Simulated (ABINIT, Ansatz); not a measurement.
# NaAsF6 (R-3): G0W0 on several meshes in ABINIT, part 2 of 2

How does the mesh move the gap of NaAsF6 (R-3)?

ABINIT 10.8.3; PBEsol and many-body steps on it, plane waves. Known limits of the many-body steps: not at the basis limit; no spin-orbit coupling; coarse k mesh.

So far. Step 4 (2×2×2): The gap on the mesh goes from 5.62 eV to 10.65 eV, a correction of +5.03 eV. Step 5 (Empty states on the mesh, 4×4×4 mesh, 117 bands): On this mesh the gap is 5.618 eV.

## Step 7: 4×4×4

This step: G0W0 on PBEsol, plane waves, norm-conserving pseudopotentials.

The input, run.abi:

```
acell 3*1.0 Angstrom
rprim 
  2.548317025914 1.471271520892 4.707294566700
  -2.548317025914 1.471271520892 4.707294566700
  0.000000000000 -2.942543041784 4.707294566700
ntypat 3
znucl 11 33 9
natom 8
typat 1 2 3 3 3 3 3 3
xred 
  0.500000000000 0.500000000000 0.500000000000
  -0.000000000000 0.000000000000 0.000000000000
  0.348130510000 0.076071740000 0.790012280000
  0.790012280000 0.348130510000 0.076071740000
  0.076071740000 0.790012280000 0.348130510000
  0.651869490000 0.923928260000 0.209987720000
  0.209987720000 0.651869490000 0.923928260000
  0.923928260000 0.209987720000 0.651869490000
pp_dirpath "pseudos"
pseudos "Na.upf, As.upf, F.upf"
ecut 44
ngkpt 4 4 4
nshiftk 1
shiftk 0 0 0
kptopt 1
chksymbreak 0
istwfk *1
occopt 1
irdwfk 1
optdriver 4
nband 107
gwcalctyp 0
ecutsigx 44
symsigma 1
nkptgw 2
kptgw 
  0.5000000000 0.5000000000 0.0000000000
  0.0000000000 0.0000000000 0.0000000000
bdgw 
  36 39
  36 39
ecuteps 4.2
irdscr 1
ppmodel 1
indata_prefix "in"
outdata_prefix "out"
tmpdata_prefix "tmp"
```

On the command line:

```sh
> OMP_NUM_THREADS=1 mpirun -n 4 abinit run.abi > log
```

Numbers of over 12 decimals in the logs are rounded to 6 here.

What it wrote:

```text
.Version 10.8.3 of ABINIT. v10.8.2 released Aug 2026.

 Symmetries : space group R-3 (#148); Bravais hR (rhombohedral)
[... echo of the input left out ...]
== DATASET  1 ==================================================================
-   mpi_nproc: 4, omp_nthreads: 1 (-1 if OMP is not activated)

--- !DatasetInfo
iteration_state: {dtset: 1, }
dimensions: {natom: 8, nkpt: 14, mband: 107, nsppol: 1, nspinor: 1, nspden: 1, mpw: 9990, }
cutoff_energies: {ecut:  44.0, pawecutdg:  -1.0, }
electrons: {nelect:   7.40000000E+01, charge:   0.00000000E+00, occopt:   1.00000000E+00, tsmear:   1.00000000E-02, }

 SIGMA: Calculation of the GW corrections

 Based on a program developped by R.W. Godby, V. Olevano, G. Onida, and L. Reining.
 Incorporated in ABINIT by V. Olevano, G.-M. Rignanese, and M. Torrent.
.Using double precision arithmetic ; gwpc =  8

[... cell and pseudopotentials left out ...]
--------------------------------------------------------------------------------

 ==== K-mesh for the wavefunctions ====
 Number of points in the irreducible wedge :    14
[... list of points left out ...]
 Together with  6 symmetry operations and time-reversal symmetry
 yields    64 points in the full Brillouin Zone.

 ==== Q-mesh for screening function ====
 Number of points in the irreducible wedge :    14
[... list of points left out ...]
 Together with  6 symmetry operations and time-reversal symmetry
 yields    64 points in the full Brillouin Zone.

 vcoul_init : cutoff-mode = AUXILIARY_FUNCTION
 q-points for optical limit:   1
     1)      0.000010    0.000020    0.000030
 setmesh: FFT mesh size selected  =    64x   64x   64
          total number of points  =       262144

 Number of electrons calculated from density =   74.0000; Expected =   74.0000
[...]
number of omega for Sigma on real axis              0
 max omega for Sigma on real axis  [eV]           0.00
 zcut for avoiding poles [eV]                     0.10

 EPSILON^-1 parameters (SCR file):
 dimension of the eps^-1 matrix on file            297
 dimension of the eps^-1 matrix used               297
 number of plane-waves for wavefunctions          9975
 number of bands                                   107
 number of q-points in IBZ                          14
 number of frequencies                               2
 number of real frequencies                          1
 number of imag frequencies                          1

 matrix elements of self-energy operator (all in [eV])

 Perturbative Calculation

--- !SelfEnergy_ee
iteration_state: {dtset: 1, }
kpoint     : [   0.500,    0.500,    0.000, ]
spin       : 1
KS_gap     :    6.517
QP_gap     :   12.407
Delta_QP_KS:    5.890
data: !SigmaeeData |
     Band     E0 <VxcDFT>   SigX SigC(E0)      Z dSigC/dE  Sig(E)    E-E0       E
       36  -2.343 -22.815 -31.032   5.247   0.824  -0.213 -25.263  -2.448  -4.791
       37  -2.248 -22.989 -31.198   5.266   0.824  -0.214 -25.414  -2.425  -4.674
       38   4.269 -22.054 -16.536  -1.501   0.862  -0.160 -18.590   3.465   7.734
[...]
--- !SelfEnergy_ee
iteration_state: {dtset: 1, }
kpoint     : [   0.000,    0.000,    0.000, ]
spin       : 1
KS_gap     :    5.695
QP_gap     :   10.955
Delta_QP_KS:    5.261
data: !SigmaeeData |
     Band     E0 <VxcDFT>   SigX SigC(E0)      Z dSigC/dE  Sig(E)    E-E0       E
[...]
38   3.369 -18.476 -13.600  -1.658   0.876  -0.141 -15.657   2.819   6.188
       39   8.269 -12.570  -7.583  -2.332   0.889  -0.125 -10.210   2.360  10.629

== END DATASET(S) ==============================================================
================================================================================

 -outvars: echo values of variables after computation  --------
           etotal      0.0000000000E+00
            nband         107
             nkpt          14
          spgroup         148
 [... the other variables as echoed above ...]

 Calculation completed.
```

The job ended after 39 s (4 MPI ranks of Arm Neoverse V1, shared host; peak memory 3.4 GiB).

This step gave:

```yaml
g0w0_gap_on_the_points_computed: 10.86 eV
starting_gap_on_the_mesh: 5.618 eV
k_of_the_valence_top: 0.5, 0.5, 0
k_of_the_conduction_bottom: 0, 0, 0
z_at_the_valence_top: 0.824
z_at_the_conduction_bottom: 0.876
least_direct_g0w0_gap_on_the_computed_points: 10.96 eV
```

Against G0W0 in ABINIT (2×2×2 mesh, 107 bands, screening to 114.3 eV, Godby-Needs plasmon pole), the gap moves by +0.214 eV.

## Step 8: Side by side

Times are wall times on 4 MPI ranks of Arm Neoverse V1, shared host, good to a factor of about two. A run's time includes the screening step that it read.

| run | mesh | bands | screening cutoff (eV) | DFT gap (eV) | gap on the mesh (eV) | direct (eV) | ε∞ used | time |
| --- | --- | --- | --- | --- | --- | --- | --- | --- |
| 2×2×2 | 2×2×2 | 107 | 114.3 | 5.618 | 10.648 | 10.744 | 1.86 | 58 s |
| 4×4×4 | 4×4×4 | 107 | 114.3 | 5.618 | 10.862 | 10.955 | 1.85 | 14 min |

## Step 9: Outcome

```
2×2×2        : 10.648 eV
4×4×4        : 10.862 eV
known limits : not at the basis limit; no spin-orbit coupling; coarse k mesh
```

In words: 4×4×4: +0.214 eV against 2×2×2. Bands and cutoff are finite, so the gap is not at the basis limit. The miss can reach some tenths of an eV and take either sign; the mesh is an error of its own. In the first G0W0 run levels were corrected at 2 k points alone, so a gap called «on the mesh» is the least over those, and an edge elsewhere would be missed. The 2×2×2 mesh is coarse for this cell, which bears on the long-range parts of exchange and screening. The many-body steps are scalar-relativistic: spin-orbit coupling is not in them.

[Paths, hosts, dates, memory and timing lines, banners, echoed tables and standing remarks are left out of the program output.]

[Logs are printed without paths, hosts, clocks, repeated set-up lines and the standing remarks that a program may print on its own settings, such as how far it seeks lower states.]

[Runs of the session that timed out or met a known fault of the program may be left out.]

[No measured gap is set beside runs whose start may be inverted or whose files or cutoffs have a known fault.]

[Hosts, paths, dates, database ids (printed as entryN), source tags and the programs' standing remarks are cut or masked in the printed files.]

[G0W0 gaps are taken among the corrected bands and points alone; a level outside them can change the order at an edge.]

[Where Ansatz stands beside ABINIT at settings called matched, ABINIT's density can come from a denser mesh and the files from another edition; pairs whose starting gaps differed by over 0.03 eV were left out, so agreement reads better than it is.]
